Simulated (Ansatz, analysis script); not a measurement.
# Stoner picture of AlCo, part 2 of 2

Is AlCo magnetic, nearly magnetic or plainly paramagnetic? E(M) and M(B) tell.

Ansatz 0.2.0; PBE, PAW set soft_2.

So far. Step 8 (Total moment fixed at 0.5 μB): The energy is 82.9 meV from the state without spin, and the largest site carries 0.524 μB.

**9. Total moment fixed at 0.9 μB**

Level of this step: Ansatz DFT, collinear, total moment fixed by two Fermi levels; PBE, PAW default (Ansatz).

Input file input.yaml:

```yaml
crystal:
  lattice:
    - [2.81940321, 0.0, 0.0]
    - [0.0, 2.81940321, 0.0]
    - [0.0, 0.0, 2.81940321]
  atoms:
    - { symbol: Al, position: [0.0, 0.0, 0.0] }
    - { symbol: Co, position: [0.5, 0.5, 0.5], spin: 0.9 }
magnetization:
  spin_polarized: true
  initial_magnetization: 0.9
  spin_locking: { lock_magnetization: hard }
kpoints:
  mp_grid: { grid: [14, 14, 14] }
hamiltonian:
  xc: pbe
scf:
  occupations: { method: fermi_dirac, width: 0.1 }
  max_iter: 120
  convergence: { dr2_threshold: 1.0e-08 }
basis:
  ecutwfc: 420.0
```

Command:

```bash
$ ansatz run input.yaml --threads 1 --pin off --max-ram 2560MiB --backend cpu --events-out ev --progress --plain --runs-dir out
```

Numbers of over 12 decimals in the logs are rounded to 6 here.

Output:

```text
[...]
Crystal: 2 atoms, lattice volume = 22.412 Å³
Basis set: ecut = 420 eV, 461 PW (Γ)
Bands: 15, of which v1, the nominal top of the filled ones, is band 10 counted from 1 (9 counted from 0)
Symmetry: 48 space group operations
[...]
k-points: 120 of 2744
[...]
Starting moments: Σ|m| = 0.9 μB on 1 of 2 sites
[...]
Magnetization: 0.9000 μB (10.4500 up, 9.5500 down)
Absolute magnetization: 0.9422 μB (∫|ρ↑−ρ↓|, with the PAW one-centre terms)
[...]
Per-site moments (μB) at R_I (Å): [(-0.00786172, 1.007191), (0.903917, 1.007191)]
Free energy (F): -5664.605187 eV
[...]
Internal energy: -5664.546255 eV  (E = F + TS)
E sigma→0 (E₀):  -5664.575721 eV
Entropy (-TS):   -0.058932 eV (-29.466 meV/atom)
Fermi energy:    14.866922 (↑ 15.310290, ↓ 14.423553) eV
[...]
[key lines of the parts left out:]
SCF converged after 10 iterations
```

Wall time 4.6 s (1 thread of Arm Neoverse V2, shared host); peak memory 0.32 GiB.

The energy is 231 meV from the state without spin, and the largest site carries 0.904 μB.

5 more runs differ from these in the same keys alone and are tabled below.

**10. No field, tight threshold**

A field gives a second route to the same curve. A thousand tesla shift each spin by 58 meV, and the threshold is tightened so that small induced moments are resolved.

Input file input.yaml:

```yaml
crystal:
  lattice:
    - [2.81940321, 0.0, 0.0]
    - [0.0, 2.81940321, 0.0]
    - [0.0, 0.0, 2.81940321]
  atoms:
    - { symbol: Al, position: [0.0, 0.0, 0.0] }
    - { symbol: Co, position: [0.5, 0.5, 0.5], spin: 0.3 }
magnetization:
  spin_polarized: true
kpoints:
  mp_grid: { grid: [14, 14, 14] }
hamiltonian:
  xc: pbe
scf:
  occupations: { method: fermi_dirac, width: 0.1 }
  max_iter: 120
  convergence: { dr2_threshold: 1.0e-10 }
basis:
  ecutwfc: 420.0
```

Output:

```text
[...]
Crystal: 2 atoms, lattice volume = 22.412 Å³
Basis set: ecut = 420 eV, 461 PW (Γ)
Bands: 15, of which v1, the nominal top of the filled ones, is band 10 counted from 1 (9 counted from 0)
Symmetry: 48 space group operations
[...]
k-points: 120 of 2744
[...]
Starting moments: Σ|m| = 0.3 μB on 1 of 2 sites
[...]
Magnetization: 0.0000 μB (10.0000 up, 10.0000 down)
Absolute magnetization: 0.0000 μB (∫|ρ↑−ρ↓|, with the PAW one-centre terms)
[...]
Per-site moments (μB) at R_I (Å): [(-4.817165987916287e-9, 1.007191), (1.3655305203005675e-7, 1.007191)]
Free energy (F): -5664.836087 eV
[...]
Internal energy: -5664.809214 eV  (E = F + TS)
E sigma→0 (E₀):  -5664.822651 eV
Entropy (-TS):   -0.026873 eV (-13.437 meV/atom)
Fermi energy:    15.016758 eV
[...]
[key lines of the parts left out:]
SCF converged after 13 iterations
```

The job ended after 5.4 s (1 thread; peak memory 0.32 GiB).

The net moment is 0 μB a cell.

**11. Field of 1500 T**

Edit input.yaml of step 10 so:

```diff
@@ -10,2 +10,3 @@
   spin_polarized: true
+  magnetic_field: 1500.0
 kpoints:
```

Output:

```text
[...]
Crystal: 2 atoms, lattice volume = 22.412 Å³
Basis set: ecut = 420 eV, 461 PW (Γ)
Bands: 15, of which v1, the nominal top of the filled ones, is band 10 counted from 1 (9 counted from 0)
Symmetry: 48 space group operations
[...]
k-points: 120 of 2744
[...]
Starting moments: Σ|m| = 0.3 μB on 1 of 2 sites
[...]
SCF converged after 13 iterations
Magnetization: 0.1337 μB (10.0668 up, 9.9332 down)
Absolute magnetization: 0.1676 μB (∫|ρ↑−ρ↓|, with the PAW one-centre terms)
[...]
Per-site moments (μB) at R_I (Å): [(-0.00503333, 1.007191), (0.149984, 1.007191)]
Free energy (F): -5664.842400 eV
[...]
Internal energy: -5664.814510 eV  (E = F + TS)
E sigma→0 (E₀):  -5664.828455 eV
Entropy (-TS):   -0.027890 eV (-13.945 meV/atom)
Fermi energy:    14.966016 eV
[...]
```

It took 4.4 s on 1 thread; peak memory 0.31 GiB.

The net moment is 0.134 μB a cell.

2 more runs differ from these in the same keys alone and are tabled below.

**12. E(M) and M(B)**

Table of energy less the state without spin by total moment:

```
total moment (μB/cell)  energy less the state without spin (meV/cell)
                 0.000                                              0
                 0.100                                           2.83
                 0.200                                           12.9
                 0.300                                           30.5
                 0.400                                           54.4
                 0.500                                           82.9
                 0.600                                            115
                 0.700                                            150
                 0.800                                            188
                 0.900                                            231
```

The field that holds a moment is half the difference of the two Fermi levels over μB.

Field that holds the moment against total moment:

```
total moment (μB/cell)  field that holds the moment (T)
                 0.100                             1039
                 0.200                             2435
                 0.300                             3619
                 0.400                             4581
                 0.500                             5234
                 0.600                             5776
                 0.700                             6359
                 0.800                             6998
                 0.900                             7660
```

Site moments:

```
total (μB)  Al no. 1 (μB)  Co no. 2 (μB)
       0.1        -0.0039         0.1131
       0.2        -0.0066         0.2199
       0.3        -0.0083         0.3225
       0.4        -0.0096         0.4235
       0.5        -0.0109         0.5244
       0.6        -0.0117         0.6239
       0.7        -0.0115         0.7206
       0.8        -0.0102         0.8137
       0.9        -0.0079         0.9039
```

The total moment by field:

```
field (T)  total moment (μB/cell)
        0                       0
      300                  0.0323
      600                  0.0623
     1500                   0.134
```

Three Landau terms miss the curve as a whole or at its small-moment end, and no Stoner analysis is made here.

**13. Summary of results**

```
state of the free run                              : non-magnetic
net moment of the free run                         : 0 μB
energy of the free run from the state without spin : 0 meV a cell
lowest of the fixed moments tried                  : M = 0 μB, 0 meV
dM/dB between 0 and 300 T                          : 0.108 μB a cell per 1000 T
```

What this shows: From parallel starts in this cell no moment survives, so no ferromagnetic state is found at this level (opposed orders were not tried), and it is far: a cell moment of 0.5 μB costs 83 meV. E(M) is lowest at M = 0 and costs 231 meV at 0.9 μB. The two routes can be compared: 1500 T induce 0.134 μB, and the fixed-moment runs need about 1469 T for that moment, by interpolation. The field acts on spins alone. The 13 fixed-moment and field runs took 60 s of wall time, added up. Energies are free energies at a smearing of 0.1 eV, and with partly filled levels differences shift, at times strongly, as the smearing goes to zero.

[Logs and program files are shortened in this print: banners, set-up blocks, solver, clock and traceback lines can be left out without a mark of their own.]

[Logs are printed without paths, hosts, clocks, repeated set-up lines and the standing remarks that a program may print on its own settings, such as how far it seeks lower states.]

[Hosts, paths, dates, database ids (printed as entryN), source tags and the programs' standing remarks are cut or masked in the printed files.]
